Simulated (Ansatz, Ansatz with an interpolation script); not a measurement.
# G0W0 band structure of Cs2LiYCl6 (Fm-3m), part 2 of 2

Aim: the G0W0 bands of Cs2LiYCl6 (Fm-3m) along the symmetry lines, with the gap off the mesh.

Ansatz 0.2.0; LDA, Wannier functions and G0W0, plane waves, PAW. Known limits of the many-body steps: not at the basis limit; no spin-orbit coupling; coarse k mesh.

So far. Step 2 (LDA bands): The gap is direct, at Γ. Step 3 (Wannier functions (Cl:3p Cs:6s Y:4d) on 4×4×4): Near the gap the model misses directly solved bands by 4.3 meV r.m.s. and by 69 meV at most in the window tested. This tests the starting bands, not the corrections carried with them.

## (4) G0W0 at every point of the mesh: 2×2×2 mesh, 755 empty bands, screening to 110 eV, PAW set soft_1 files

Now the one-shot GW correction: screening in the RPA, then the self-energy of the levels asked for.

This step: G0W0 on LDA, plane waves, PAW; PAW set soft_1.

input.yaml

```yaml
crystal:
  lattice:
    - [0.0, 5.24285, 5.24285]
    - [5.24285, 0.0, 5.24285]
    - [5.24285, 5.24285, 0.0]
  atoms:
    - { symbol: Cs, position: [0.25, 0.25, 0.25] }
    - { symbol: Cs, position: [0.75, 0.75, 0.75] }
    - { symbol: Li, position: [0.5, 0.5, 0.5] }
    - { symbol: "Y", position: [0.0, 0.0, 0.0] }
    - { symbol: Cl, position: [0.74954, 0.25046, 0.25046] }
    - { symbol: Cl, position: [0.25046, 0.74954, 0.25046] }
    - { symbol: Cl, position: [0.25046, 0.74954, 0.74954] }
    - { symbol: Cl, position: [0.74954, 0.25046, 0.74954] }
    - { symbol: Cl, position: [0.25046, 0.25046, 0.74954] }
    - { symbol: Cl, position: [0.74954, 0.74954, 0.25046] }
kpoints:
  mp_grid: { grid: [2, 2, 2] }
hamiltonian:
  xc: lda
  pseudopotentials: { kind: paw, azcp: { folder: soft_1 }, xc_functional: pbe }
scf:
  occupations: { method: fixed }
gw:
  n_empty_bands: 755
  ecut_chi: 110.0
  qp_bands: [v18, c4]
  screening: { model: contour_deformation }
```

Command:

```
$ ansatz run input.yaml --threads 2 --pin off --max-ram 92160MiB --backend cuda --events-out ev --progress --plain --runs-dir out --devices 1 --max-vram 13GiB
```

Numbers of over 12 decimals in the logs are rounded to 6 here.

Log:

```text
GPUs: using 1 of 1 available (devices: 1).
[...]
GPU FFT provider: cuFFT
GPU libraries: cuBLAS 13.8.2, cuFFT 12.4.0, cuSOLVER 12.3.4
Crystal: 10 atoms, lattice volume = 288.225 Å³
Basis set: ecut = 420 eV, 5673 PW (Γ)
Bands: 47, of which v1, the nominal top of the filled ones, is band 37 counted from 1 (36 counted from 0)
Symmetry: 48 space group operations
[...]
k-points: 3 of 8
[...]
GPU buffer pool allocated for 125000 grid points (all kernels)
[...]
SCF iter   1: F=—  HF=-21246.511736 eV  |F-HF|=—  |Δ(HF+E_count)|=         —  Δρ=3.93e-2  dr2=1.06e1  ethr=3.10e-3  ⟨swp⟩=5.7  Hψ=477  notcnv=0  defer=20
[...]
SCF iter   8: F=-21243.182121 eV  HF=-21243.182121 eV  |F-HF|=9.99e-9  |Δ(HF+E_count)|=   3.04e-8  Δρ=2.53e-6  dr2=3.56e-8  ethr=1.35e-10  ⟨swp⟩=18.0  Hψ=783  notcnv=0
SCF 1 converged in 8 iterations: F = -21243.182121 eV  dr2 = 3.56e-8
[...]
G₀W₀ screening: q 1/3
[... further progress lines ...]
[...]
SCF converged after 8 iterations
Free energy (F): -21243.182121 eV
[...]
Internal energy: -21243.182121 eV  (E = F + TS)
E sigma→0 (E₀):  -21243.182121 eV
Fermi energy:    2.237524 eV
[...]
--- Band table (eV) ---
  k-point 0: bands = [... 33 lower, 2.0200, 2.2375, 2.2375, 2.2375, 6.9830, 6.9830, 6.9830, 7.5641, ... 6 higher]
  k-point 1: bands = [... 33 lower, 1.8777, 1.9392, 1.9584, 1.9584, 7.1830, 7.2748, 7.2748, 9.0405, ... 6 higher]
  k-point 2: bands = [... 33 lower, 1.4973, 1.7876, 1.7876, 2.2194, 7.1118, 7.5839, 7.5839, 8.4147, ... 6 higher]
--- G₀W₀: contour deformation, 6 samples at zero and on the imaginary axis and 2 off it, 8 q-points, 755 empty bands' worth ---
  eigenvalues of the whole cell's RPA ε∞ on this k-mesh (on a slab, of 1 + 4πα/V) = 2.9753, 2.9753, 2.9753; static W/v taken at q = 0 is 0.336098
    ik  band        ε_KS         Σx   Σc(E_QP)       V_xc       Z   E_QP_lin       E_QP  E_QP is
     0    20     -0.7672   -19.3915     3.2532   -14.6146  0.7620    -2.3403    -2.2908  root
     0    21      0.4634   -20.0740     2.9873   -15.6049  0.7745    -1.0556    -1.0184  root
     0    22      0.4634   -20.0740     2.9873   -15.6049  0.7745    -1.0556    -1.0184  root
     0    23      0.4634   -20.0740     2.9873   -15.6049  0.7745    -1.0556    -1.0184  root
     0    24      0.7357   -20.6311     2.7568   -16.5211  0.7770    -0.6439    -0.6175  root
     0    25      0.7357   -20.6311     2.7568   -16.5211  0.7770    -0.6439    -0.6175  root
     0    26      0.7411   -19.8803     2.9103   -15.5182  0.7727    -0.7483    -0.7107  root
     0    27      0.7411   -19.8803     2.9103   -15.5182  0.7727    -0.7483    -0.7107  root
     0    28      0.7411   -19.8803     2.9103   -15.5182  0.7727    -0.7483    -0.7107  root
     0    29      1.6155   -20.4162     2.9121   -16.0658  0.7743     0.1451     0.1771  root
     0    30      1.6155   -20.4162     2.9121   -16.0658  0.7743     0.1451     0.1771  root
     0    31      1.6155   -20.4162     2.9121   -16.0658  0.7743     0.1451     0.1771  root
     0    32      2.0200   -21.1039     2.7178   -17.0200  0.7817     0.6291     0.6540  root
     0    33      2.0200   -21.1039     2.7178   -17.0200  0.7817     0.6291     0.6540  root
[...]
2    37      2.2194   -21.0152     2.7765   -16.8633  0.7785     0.8182     0.8441  root
     2    38      7.1118    -7.7475    -4.5284   -13.7880  0.8097     8.6528     8.6239  root
     2    39      7.5839    -9.0263    -4.6650   -15.2551  0.7991     9.1817     9.1477  root
     2    40      7.5839    -9.0263    -4.6650   -15.2551  0.7991     9.1817     9.1477  root
     2    41      8.4147    -8.4753    -4.2792   -14.2738  0.8177     9.9603     9.9339  root
```

Wall time 23 s (1 × NVIDIA H100 80GB HBM3 (shared by 6 runs) with 2 threads of AMD EPYC 7R13 (Zen 3), shared host); peak memory 1.7 GiB; 30 s of CPU time.

Numbers from this step:

| Quantity | Value |
| --- | --- |
| bands summed | 792 |
| RPA ε∞ on this mesh (eigenvalues) | 2.975, 2.975, 2.975 |
| plane waves in the screening matrix | 749 |
| q-points in the mesh | 8 |
| G0W0 gap on the mesh | 7.586 eV |
| k of the valence top | 0, 0, 0 |
| k of the conduction bottom | 0, 0, 0 |
| starting gap on the mesh | 4.745 eV |
| Z at the valence top | 0.7784 |
| Z at the conduction bottom | 0.8137 |
| least direct G0W0 gap on the computed points | 7.586 eV |

The gap on the mesh goes from 4.75 eV to 7.59 eV, a correction of +2.84 eV. Between the two edge states, bare exchange in place of the xc potential would open the gap by 9.99 eV, and correlation takes back 7.15 eV.

## (5) Interpolating the corrections

A script adds the corrections, carried to the Wannier functions and back, to the LDA levels, along the path and on a 9×9×9 mesh.

- G0W0 gap over the zone: 7.586 eV
- valence top at: Γ
- conduction bottom at: Γ
- starting gap over the zone: 4.745 eV
- least direct G0W0 gap: 7.586 eV
- G0W0 gap on the mesh: 7.586 eV
- valence width, start: 3.005 eV
- valence width, G0W0: 3.152 eV
- gap by a rigid shift: 7.585 eV

Levels solved directly plus the interpolated quasiparticle correction. Limits: finite bands, cutoff and mesh; no spin-orbit coupling; coarse k mesh. The quasiparticle bands at the labelled points (eV, zero at the valence-band top of each set):

| point | band 34 | band 35 | band 36 | band 37 | band 38 | band 39 | band 40 |
| --- | --- | --- | --- | --- | --- | --- | --- |
| Γ | -0.21 | 0.00 | 0.00 | 0.00 | 7.59 | 7.59 | 7.59 |
| halfway | -0.38 | -0.27 | -0.27 | -0.01 | 7.67 | 7.92 | 7.92 |
| X | -0.79 | -0.47 | -0.47 | -0.02 | 7.76 | 8.29 | 8.29 |
| halfway | -0.71 | -0.53 | -0.46 | -0.05 | 7.79 | 8.26 | 8.27 |
| U | -0.60 | -0.54 | -0.43 | -0.13 | 7.85 | 8.17 | 8.20 |
| jump to K | -0.60 | -0.54 | -0.43 | -0.13 | 7.85 | 8.17 | 8.20 |
| halfway | -0.29 | -0.25 | -0.20 | -0.14 | 7.79 | 7.83 | 7.85 |
| Γ | -0.21 | 0.00 | 0.00 | 0.00 | 7.59 | 7.59 | 7.59 |
| halfway | -0.25 | -0.17 | -0.17 | -0.11 | 7.71 | 7.76 | 7.76 |
| L | -0.38 | -0.33 | -0.28 | -0.28 | 7.82 | 7.92 | 7.92 |
| halfway | -0.51 | -0.41 | -0.30 | -0.28 | 7.92 | 7.96 | 8.10 |
| W | -0.72 | -0.56 | -0.28 | -0.28 | 7.99 | 7.99 | 8.28 |
| halfway | -0.57 | -0.54 | -0.51 | -0.08 | 7.83 | 8.19 | 8.28 |
| X | -0.79 | -0.47 | -0.47 | -0.02 | 7.76 | 8.29 | 8.29 |

The same for LDA:

| point | band 34 | band 35 | band 36 | band 37 | band 38 | band 39 | band 40 |
| --- | --- | --- | --- | --- | --- | --- | --- |
| Γ | -0.22 | 0.00 | 0.00 | 0.00 | 4.75 | 4.75 | 4.75 |
| X | -0.74 | -0.45 | -0.45 | -0.02 | 4.87 | 5.35 | 5.35 |
| U | -0.57 | -0.50 | -0.42 | -0.13 | 4.96 | 5.25 | 5.28 |
| K | -0.57 | -0.50 | -0.42 | -0.13 | 4.96 | 5.25 | 5.28 |
| Γ | -0.22 | 0.00 | 0.00 | 0.00 | 4.75 | 4.75 | 4.75 |
| L | -0.36 | -0.30 | -0.28 | -0.28 | 4.95 | 5.04 | 5.04 |
| W | -0.68 | -0.55 | -0.26 | -0.26 | 5.09 | 5.09 | 5.35 |
| X | -0.74 | -0.45 | -0.45 | -0.02 | 4.87 | 5.35 | 5.35 |

Minima of the lowest conduction band, from levels solved directly at the displaced points, plus the interpolated correction; masses are left empty at degenerate points, on flat bands and where the interpolated correction rules the curvature; G0W0 masses are rough. Conduction valleys, by row:

| point | k (reciprocal lattice) | valleys in the zone | G0W0 level above the valence top (eV) | LDA level above the valence top (eV) | G0W0 principal masses (m_e) | LDA principal masses (m_e) |
| --- | --- | --- | --- | --- | --- | --- |
| Γ | 0.000 0.000 0.000 | 1 | 7.586 | 4.745 | - | - |

Second differences of levels solved directly at the displaced points, plus the interpolated correction, at the quasiparticle band edges; no spin-orbit coupling; left empty where the band is flat or the interpolated correction rules the curvature. Effective masses, by row:

| carrier | point | Cartesian direction | band | LDA mass (m_e) | G0W0 mass (m_e) |
| --- | --- | --- | --- | --- | --- |
| hole | Γ | 100 | 36 | 1.041 | 1.013 |
| hole | Γ | 100 | 35 | 1.041 | 1.013 |
| hole | Γ | 010 | 36 | 1.041 | 1.013 |
| hole | Γ | 010 | 35 | 1.041 | 1.013 |
| hole | Γ | 001 | 36 | 1.041 | 1.013 |
| hole | Γ | 001 | 35 | 1.041 | 1.013 |
| hole | Γ | 110 | 37 | 3.149 | 2.841 |
| hole | Γ | 110 | 36 | 1.49 | 1.523 |
| hole | Γ | 110 | 35 | 1.041 | 1.013 |
| hole | Γ | 111 | 37 | 2.42 | 2.168 |
| hole | Γ | 111 | 36 | 1.302 | 1.303 |
| hole | Γ | 111 | 35 | 1.302 | 1.303 |
| electron | Γ | 100 | 38 | 4.644 | 3.613 |
| electron | Γ | 100 | 39 | 0.961 | 0.884 |
| electron | Γ | 100 | 40 | 0.961 | 0.884 |
| electron | Γ | 010 | 38 | 4.644 | 3.613 |
| electron | Γ | 010 | 39 | 0.961 | 0.884 |
| electron | Γ | 010 | 40 | 0.961 | 0.884 |
| electron | Γ | 001 | 38 | 4.644 | 3.613 |
| electron | Γ | 001 | 39 | 0.961 | 0.884 |
| electron | Γ | 001 | 40 | 0.961 | 0.884 |
| electron | Γ | 110 | 38 | 1.938 | 1.707 |
| electron | Γ | 110 | 39 | 1.353 | 1.216 |
| electron | Γ | 110 | 40 | 0.961 | 0.883 |
| electron | Γ | 111 | 38 | 1.624 | 1.453 |
| electron | Γ | 111 | 39 | 1.19 | 1.08 |
| electron | Γ | 111 | 40 | 1.19 | 1.08 |

Corrections by starting level (eV, on the run's own energy scale, so only their differences matter):

| start | correction |
| --- | --- |
| -3.00 | −1.52 |
| -2.03 | −1.42 |
| -1.77 | −1.48 |
| -1.55 | −1.43 |
| -1.50 | −1.45 |
| -1.33 | −1.43 |
| -1.18 | −1.44 |
| -0.96 | −1.43 |
| -0.74 | −1.43 |
| -0.45 | −1.39 |
| -0.36 | −1.41 |
| -0.22 | −1.37 |
| 0.00 | −1.38 |
| 0.00 | −1.38 |
| 4.75 | +1.46 |
| 4.75 | +1.46 |
| 5.33 | +1.09 |
| 6.80 | +1.20 |

## (6) LDA+SOC bands, for comparison

Spin-orbit coupling can split or shift the edges; a non-collinear run measures by how much.

This step: DFT, LDA with spin-orbit coupling, plane waves, PAW; PAW set soft_1.

input.yaml, as its differences from that of step 4:

```diff
@@ -18,11 +18,19 @@
   mp_grid: { grid: [2, 2, 2] }
+  band_path:
+    path:
+      - [[0.0, 0.0, 0.0], [0.5, 0.0, 0.5], [0.625, 0.25, 0.625]]
+      - [[0.375, 0.375, 0.75], [0.0, 0.0, 0.0], [0.5, 0.5, 0.5], [0.5, 0.25, 0.75], [0.5, 0.0, 0.5]]
+    npoints: 10
 hamiltonian:
   xc: lda
-  pseudopotentials: { kind: paw, azcp: { folder: soft_1 }, xc_functional: pbe }
+  pseudopotentials: { kind: paw_fr, azcp: { folder: soft_1 }, xc_functional: pbe }
 scf:
-  occupations: { method: fixed }
-gw:
-  n_empty_bands: 755
-  ecut_chi: 110.0
-  qp_bands: [v18, c4]
-  screening: { model: contour_deformation }
+  occupations: { method: fermi_dirac, width: 0.02 }
+  n_extra_bands: 14
+magnetization:
+  noncollinear: true
+  spin_orbit: true
+output:
+  eigenvalues: true
+  forces: true
+  stress: true
```

Log:

```text
[...]
GPUs: using 1 of 1 available (devices: 1).
[...]
non-collinear run that drives no moment, with spin-orbit: no starting moment large enough to seed its density (crystal.atoms[].spin), no starting occupations that ask for one, no magnetisation constraint and no magnetic field, so the semilocal B_xc is pinned to zero
[...]
GPU FFT provider: cuFFT
GPU libraries: cuBLAS 13.8.2, cuFFT 12.4.0, cuSOLVER 12.3.4
Crystal: 10 atoms, lattice volume = 288.225 Å³
Basis set: ecut = 420 eV, 5673 PW (Γ)
Bands: 88, of which v1, the nominal top of the filled ones, is band 74 counted from 1 (73 counted from 0)
Symmetry: 48 space group operations + 48 with time reversal
[...]
k-points: 3 of 8
Projection manifold: j_resolved (fully-relativistic pseudo-atomic orbitals)
[...]
GPU buffer pool allocated for 125000 grid points (all kernels)
[...]
SCF iter   1: F=—  HF=-21255.439639 eV  |F-HF|=—  |Δ(HF+E_count)|=         —  Δρ=3.92e-2  dr2=1.06e1  dr2_m=0.00e0 (ungated)  ethr=3.10e-3  |M|=0.00e0 ∫|m|=0.00e0 μB  |m|>n=0.0e0 m-floor=0.0e0 τ_xc=0.0e0  β_m=0.30  ⟨swp⟩=10.0  Hψ=690  notcnv=0
[...]
spin=Noncollinear: Resta preconditioning applied to the charge; magnetization (m_x, m_y, m_z) channels mix plain (no charge-response kernel on spin).
[...]
site 4: m = (+0.0000, +0.0000, +0.0000) μB, |m| = 0.0000 μB  (R = 1.08 Å)
  site 5: m = (+0.0000, +0.0000, +0.0000) μB, |m| = 0.0000 μB  (R = 1.08 Å)
  site 6: m = (+0.0000, +0.0000, +0.0000) μB, |m| = 0.0000 μB  (R = 1.08 Å)
  site 7: m = (+0.0000, +0.0000, +0.0000) μB, |m| = 0.0000 μB  (R = 1.08 Å)
  site 8: m = (+0.0000, +0.0000, +0.0000) μB, |m| = 0.0000 μB  (R = 1.08 Å)
  site 9: m = (+0.0000, +0.0000, +0.0000) μB, |m| = 0.0000 μB  (R = 1.08 Å)
Free energy (F): -21252.136883 eV
[...]
Internal energy: -21252.136883 eV  (E = F + TS)
E sigma→0 (E₀):  -21252.136883 eV
Fermi energy:    4.615173 eV
[...]
--- Forces (eV/Å), atoms counted from 1 ---
  atom   1  Cs     0.00000000    -0.00000000     0.00000000
  atom   2  Cs    -0.00000000     0.00000000     0.00000000
  atom   3  Li     0.00000000    -0.00000000     0.00000000
  atom   4  Y     -0.00000000     0.00000000     0.00000000
  atom   5  Cl    -0.10025079    -0.00000000    -0.00000000
  atom   6  Cl     0.00000000    -0.10025079    -0.00000000
  atom   7  Cl     0.10025079     0.00000000     0.00000000
  atom   8  Cl    -0.00000000     0.10025079     0.00000000
  atom   9  Cl     0.00000000    -0.00000000    -0.10025079
  atom  10  Cl     0.00000000    -0.00000000     0.10025079
  max |Σ_I F_I| component: 3.04e-17 eV/Å
--- Stress (GPa, compression-positive) ---
       -2.361707      -0.000000      -0.000000
        0.000000      -2.361707      -0.000000
        0.000000       0.000000      -2.361707
  P = ⅓ Tr σ = -2.3617 GPa (-23.617 kbar)
--- Band table (eV) ---
  k-point 0: bands = [... 70 lower, 2.2599, 2.2599, 2.2599, 2.2599, 6.9673, 6.9673, 6.9673, 6.9673, ... 10 higher]
  k-point 1: bands = [... 70 lower, 1.9435, 1.9435, 2.0051, 2.0051, 7.1771, 7.1771, 7.2606, 7.2606, ... 10 higher]
  k-point 2: bands = [... 70 lower, 1.8307, 1.8307, 2.2202, 2.2202, 7.1110, 7.1110, 7.5609, 7.5609, ... 10 higher]
[key lines of the parts left out:]
SCF converged after 9 iterations
Magnetization: |M| = 0.0000 μB,  M = (+0.0000, +0.0000, +0.0000) μB
```

The job ended after 16 s (1 × NVIDIA H100 80GB HBM3 (shared by 6 runs) with 2 threads; peak memory 2.1 GiB; 22 s of CPU time).

This step gave:

```yaml
pressure: -2.362 GPa
filled_bands: 74
gap: 4.707 eV
valence_top_at: Γ
conduction_bottom_at: Γ
least_direct_gap: 4.707 eV
```

The gap stands −0.04 eV against LDA.

Electronic bands along the path, in eV, zero at the top of the highest nominally filled band:

| point | band 71 | band 72 | band 73 | band 74 | band 75 | band 76 | band 77 | band 78 |
| --- | --- | --- | --- | --- | --- | --- | --- | --- |
| Γ | 0.00 | 0.00 | 0.00 | 0.00 | 4.71 | 4.71 | 4.71 | 4.71 |
| halfway | -0.25 | -0.25 | -0.03 | -0.03 | 4.78 | 4.78 | 5.00 | 5.00 |
| X | -0.43 | -0.43 | -0.04 | -0.04 | 4.85 | 4.85 | 5.30 | 5.30 |
| halfway | -0.44 | -0.44 | -0.07 | -0.07 | 4.88 | 4.88 | 5.28 | 5.28 |
| U | -0.43 | -0.43 | -0.15 | -0.15 | 4.94 | 4.94 | 5.22 | 5.22 |
| jump to K | -0.43 | -0.43 | -0.15 | -0.15 | 4.94 | 4.94 | 5.22 | 5.22 |
| halfway | -0.22 | -0.22 | -0.14 | -0.14 | 4.89 | 4.89 | 4.93 | 4.93 |
| Γ | 0.00 | 0.00 | 0.00 | 0.00 | 4.71 | 4.71 | 4.71 | 4.71 |
| halfway | -0.16 | -0.16 | -0.11 | -0.11 | 4.83 | 4.83 | 4.87 | 4.87 |
| L | -0.32 | -0.32 | -0.25 | -0.25 | 4.92 | 4.92 | 5.00 | 5.00 |
| halfway | -0.30 | -0.30 | -0.28 | -0.28 | 5.00 | 5.00 | 5.05 | 5.05 |
| W | -0.29 | -0.29 | -0.28 | -0.28 | 5.05 | 5.05 | 5.09 | 5.09 |
| halfway | -0.48 | -0.48 | -0.10 | -0.10 | 4.91 | 4.91 | 5.24 | 5.24 |
| X | -0.43 | -0.43 | -0.04 | -0.04 | 4.85 | 4.85 | 5.30 | 5.30 |

## (7) Outcome

| Item | Value |
| --- | --- |
| LDA gap | 4.75 eV |
| G0W0 gap over the zone | 7.59 eV, direct |
| least direct G0W0 gap, in the model | 7.59 eV |
| with the spin-orbit change | 7.55 eV |
| GW settings | 2×2×2 mesh, 755 empty bands, screening to 110 eV, PAW set soft_1 files |
| known limits | not at the basis limit; no spin-orbit coupling; coarse k mesh |

The Wannier model follows the LDA bands to 4 meV r.m.s. near the gap, and misses by up to 69 meV in the window tested, so levels away from the edges are rougher. The G0W0 gap over the zone is 7.59 eV, direct, from Γ to Γ; on the mesh alone it is 7.59 eV, nearly the same. The valence width in the model goes from 3.00 eV to 3.15 eV. At the band edge the lightest electron mass is 0.96 m_e at the start and 0.88 m_e in G0W0; the G0W0 masses rest on corrections from the 2×2×2 mesh alone and are rough. LDA+SOC gives a gap of 4.71 eV on the same path, a spin-orbit change of −0.04 eV that would bring the G0W0 gap to 7.55 eV. Bands and cutoff are finite, so the gap is not at the basis limit. The miss can reach some tenths of an eV and take either sign; the mesh is an error of its own. Above the frozen window of the model the interpolated levels need not meet the computed ones, even at points of the mesh. The 2×2×2 mesh is coarse for this cell (its supercell is 15 Å along the shortest edge). The RPA ε∞ on it, from the LDA start, is 2.98; such meshes misread the long-range screening, most where the gap is narrow.

[Paths, hosts, dates, memory and timing lines, banners, echoed tables and standing remarks are left out of the program output.]

[Logs are printed without paths, hosts, clocks, repeated set-up lines and the standing remarks that a program may print on its own settings, such as how far it seeks lower states.]

[Runs of the session that timed out or met a known fault of the program may be left out.]

[Hosts, paths, dates, database ids (printed as entryN), source tags and the programs' standing remarks are cut or masked in the printed files.]
